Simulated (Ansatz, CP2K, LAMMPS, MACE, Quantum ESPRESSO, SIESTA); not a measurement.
# Amorphous 14ZrO2-86SiO2 (mol %) (84 atoms): relaxed, then solved by several programs

Aim: relax amorphous 14ZrO2-86SiO2 (mol %) (84 atoms), then compare forces, pressure and levels from several programs at that geometry.

All numbers are calculated, not measured.

**1. The cell**

The cell holds 84 atoms (4 Zr, 24 Si and 56 O), with edges of 10.76, 10.76 and 10.76 Å. Recipe: 84 atoms (4 Zr, 24 Si, 56 O) placed at random at 2.58 g/cm³, melted at 5000 K for 10 ps at fixed volume with the Morse and Coulomb pair potential with partial charges (Pedone, Malavasi, Menziani, Cormack and Segre, J. Phys. Chem. B 110, 11780 (2006)). Quenched from 5000 K to 300 K at 50 K/ps and fixed volume, held 5 ps, then minimised at fixed cell. Then the atoms were relaxed with MACE MPA-0 medium in the fixed cell. Then the atoms were relaxed with CP2K double zeta, PBE.

**2. The relaxation**

CP2K double zeta (DZVP-MOLOPT-SR, GTH-PBE potentials, 480 Ry; k-points Γ) took 22 geometry steps and reached its thresholds. It started from the geometry that MACE MPA-0 medium had relaxed.

Run time: 7.2 min. Hardware: 8 threads of Arm Neoverse V1, shared host; peak memory 1.7 GiB; 46 min of CPU time.

```tsv
	before	after
energy (meV/atom)	0	-2.8
Si-O bonds under 2.16 Å	96 at 1.653 Å	96 at 1.656 Å
Zr-O bonds under 2.82 Å	23 at 2.173 Å	23 at 2.169 Å
```

Atoms moved by 0.03 Å r.m.s. and 0.06 Å at most, with the common shift taken off.

**3. Structure of the relaxed cell**

Density 2.58 g/cm³, 14.83 Å³ an atom.

g(r), total and by pair (bins of 0.2 Å):

```tsv
r (Å)	total	O-O	O-Si	O-Zr	Si-Si	Si-Zr	Zr-Zr
1.50	0.23	0.00	0.59	0.00	0.00	0.00	0.00
1.70	4.61	0.00	12.11	0.00	0.00	0.00	0.00
1.90	0.19	0.00	0.22	1.73	0.00	0.00	0.00
2.10	0.34	0.00	0.00	5.30	0.00	0.00	0.00
2.30	0.16	0.00	0.00	2.53	0.00	0.00	0.00
2.50	0.72	1.42	0.00	1.42	0.00	0.00	0.00
2.70	2.00	4.47	0.05	0.00	0.00	0.00	0.00
2.90	0.83	1.52	0.13	0.26	1.01	0.00	0.00
3.10	0.79	0.71	0.41	0.23	3.58	0.00	6.55
3.30	0.78	0.64	0.43	0.40	2.73	2.84	0.00
3.50	0.76	0.52	1.08	0.17	0.15	3.34	0.00
3.70	0.93	0.79	1.27	0.47	0.00	2.30	4.46
3.90	0.99	0.45	1.59	1.74	0.67	0.35	4.02
4.10	1.25	0.79	1.91	1.45	0.83	0.61	0.00
4.30	1.14	0.68	1.86	0.95	0.75	0.00	3.23
4.50	1.09	1.17	0.84	2.18	1.19	0.79	0.00
4.70	1.15	1.24	0.84	1.90	1.32	1.62	0.00
4.90	1.02	1.31	0.71	0.74	1.07	1.29	0.00
5.10	0.96	1.24	0.59	0.60	1.46	1.19	0.00
5.30	0.96	1.30	0.60	0.86	0.80	0.93	0.00
```

Bonds by pair of elements; cutoffs follow the first minimum of g(r), held within bounds set by covalent radii, and pairs that aren't listed don't count as bonded:

```tsv
pair A-B	cutoff (Å)	bonds	mean length (Å)	spread (Å)	shortest (Å)	B about A	A about B
O-Si	2.16	96	1.66	0.044	1.58	1.71	4
O-Zr	2.82	23	2.17	0.193	1.93	0.411	5.75
```

How many atoms have how many bonded neighbours:

```tsv
element	mean	2	3	4	5	6
O	2.12	49	7	0	0	0
Si	4	0	0	24	0	0
Zr	5.75	0	0	0	1	3
```

Bond angles (no mean is given where the spread exceeds 20°):

```tsv
angle	count	mean (°)	spread (°)
O-Si-O	144	109	5.8
O-Zr-O	55	-	-
Si-O-Si	43	147	17.2
Si-O-Zr	20	135	18.8
Zr-O-Zr	7	-	-
```

Oxygen atoms by the number of network formers (Si, P, Ge, B, Al, As, Ga) bound to them:

```tsv
network formers bound to O	O atoms	per cent
0	2	3.6
1	13	23.2
2	40	71.4
3	1	1.8
```

Network units: each former by its oxygen neighbours and how many of them bridge to another former:

```tsv
former	O neighbours	bridging O	atoms
Si	4	2	1
Si	4	3	11
Si	4	4	12
```

Bond length by coordination (bonds to H left out):

```tsv
element	coordination	atoms	mean bond length (Å)
O	2	49	1.69
O	3	7	2.04
Zr	5	1	2.10
Zr	6	3	2.19
```

Rings of the network by King's shortest-path rule, up to 12 atoms, one path for each pair of neighbours; H, halogens, alkali and alkaline-earth atoms are left out, and the last column divides by all other atoms, bonded or not:

```tsv
ring size (atoms)	rings	per network atom
4	4	0.048
6	5	0.06
8	19	0.226
10	27	0.321
12	17	0.202
```

For some of the pairs, g(r) has its first main peak near 2.7 Å (O-O), 1.6 Å (O-Si), 2.0 Å (O-Zr), 3.2 Å (Si-Si) and 3.6 Å (Si-Zr). Counting bonds as in the table, 88 % of O atoms have 2, all Si atoms have 4 and 75 % of Zr atoms have 6 bonded neighbours. The O-Si-O angle averages 109° with a spread of 6°. Counting bonds to Si alone, not to Zr, 71 % of the oxygens join two of these atoms and 23 % one; 2 % join three; 4 % join none. The commonest Si unit has 4 oxygens, 4 of them shared with other formers (12 of 24 atoms). Rings of 10 atoms are the most common (38 % of those counted); sizes run from 4 to 12, where the search stops.

**4. The plane-wave reference**

Quantum ESPRESSO 7.5: Kohn-Sham DFT, PBE, SSSP efficiency 1.3.0 pseudopotentials, plane waves. Its input for the relaxed cell:

```
&control
  calculation = 'scf'
  pseudo_dir = './pseudo'
  outdir = './tmp'
  disk_io = 'none'
  tprnfor = .true.
  tstress = .true.
/
&system
  ibrav = 0
  nat = 84
  ntyp = 3
  ecutwfc = 60
  ecutrho = 480
  nosym = .true.
  occupations = 'smearing'
  smearing = 'fd'
  degauss = 0.003675
/
&electrons
  conv_thr = 4.2e-07
  electron_maxstep = 100
  mixing_beta = 0.4
  mixing_mode = 'plain'
  diagonalization = 'david'
/
ATOMIC_SPECIES
Zr 91.224 Zr.upf
Si 28.085 Si.upf
O 15.999 O.upf
CELL_PARAMETERS angstrom
10.76010 0.00000 0.00000
0.00000 10.76010 0.00000
0.00000 0.00000 10.76010
ATOMIC_POSITIONS crystal
Zr 0.95781 0.51734 0.03160
Zr 0.67327 0.28992 0.85015
Zr 0.39798 0.12490 0.02290
[... 79 atom lines left out ...]
O 0.86130 0.11119 0.26780
O 0.11821 0.21843 0.63910
K_POINTS gamma
```

Elapsed: 1.8 min, on 8 MPI ranks of Arm Neoverse V1, shared host; peak memory 4.3 GiB; 14 min of CPU time.

**5. All levels at this geometry**

CPU times are from a shared host and are rough.

| level | basis or training data | k-points | own r.m.s. force (meV/Å) | difference from the reference (meV/Å) | pressure (GPa) | Kohn-Sham gap (eV) | CPU time | memory (GiB) |
| --- | --- | --- | --- | --- | --- | --- | --- | --- |
| QE, PBE | plane waves, SSSP efficiency, 60/480 Ry | Γ | 95 | - | -5.08 | 3.83 | 14 min | 4.3 |
| CP2K triple zeta, PBE | TZV2P-UZH, GTH-PBE potentials, 600 Ry | Γ | 141 | 108 | -5.93 | 3.85 | 14 min | 5.9 |
| SIESTA DZP, PBE | DZP orbitals, shift 0.01 Ry, mesh 400 Ry | Γ | 167 | 170 | -2.77 | 3.60 | 5.3 min | 2.3 |
| MACE MPA-0 medium | trained on PBE(+U) plane-wave data | - | 154 | 127 | -4.62 | - | 7.5 s | 1.1 |

The gap is the spacing of the highest filled and lowest empty Kohn-Sham level on the mesh; a dash marks partly filled levels, a spacing under 0.15 eV or a method without such levels.

**6. What came out**

Relaxation in the fixed cell lowers the energy by 3 meV/atom at its own level and moves atoms by up to 0.06 Å. The reference finds an r.m.s. force of 95 meV/Å there and a pressure of -5.08 GPa, at a geometry that CP2K double zeta made. Forces differ from the reference's by 108 meV/Å (CP2K triple zeta, PBE), 127 meV/Å (MACE MPA-0 medium) and 170 meV/Å (SIESTA DZP, PBE).

CP2K double zeta is at its own minimum here, so the reference's force is itself a measure of how the two differ. Pressures lie +0.5 GPa (MACE MPA-0 medium), -0.8 GPa (CP2K triple zeta, PBE) and +2.3 GPa (SIESTA DZP, PBE) from the reference's. The highest filled and lowest empty levels lie 3.83 eV apart in the reference, against 3.85 eV in CP2K triple zeta, PBE and 3.60 eV in SIESTA DZP, PBE. Counting bonds as in the table, 88 % of O atoms have 2, all Si atoms have 4 and 75 % of Zr atoms have 6 bonded neighbours. Rings of 10 atoms are the most common (38 % of those counted); sizes run from 4 to 12, where the search stops.

**Limits.** The density was set by the recipe and held. One sample of a disordered cell; defect or tail levels can set the gap. Gaps are read on the mesh, which holds the band edges only if they fold onto it, and semilocal functionals tend to put them under measured ones. The quench rate of 50 K/ps is many orders above laboratory rates, so the cell is likely richer in defects and strain than a real sample. The reference samples only Γ, in a cell whose shortest periodic width is 11 Å. The plane-wave runs aren't exact: their cutoffs and mesh weren't converged further here. SIESTA's automatically made basis is far from complete, and its potentials were converted by us (checked for H, C, O, Si, Ge and Ca alone). Where levels are smeared, the DFT runs use Fermi–Dirac occupations at 580 K (0.05 eV), and energies are free energies.

[Logs are printed without paths, hosts, clocks, repeated set-up lines and the standing remarks that a program may print on its own settings, such as how far it seeks lower states.]

[Hosts, paths, dates, database ids (printed as entryN), source tags and the programs' standing remarks are cut or masked in the printed files.]
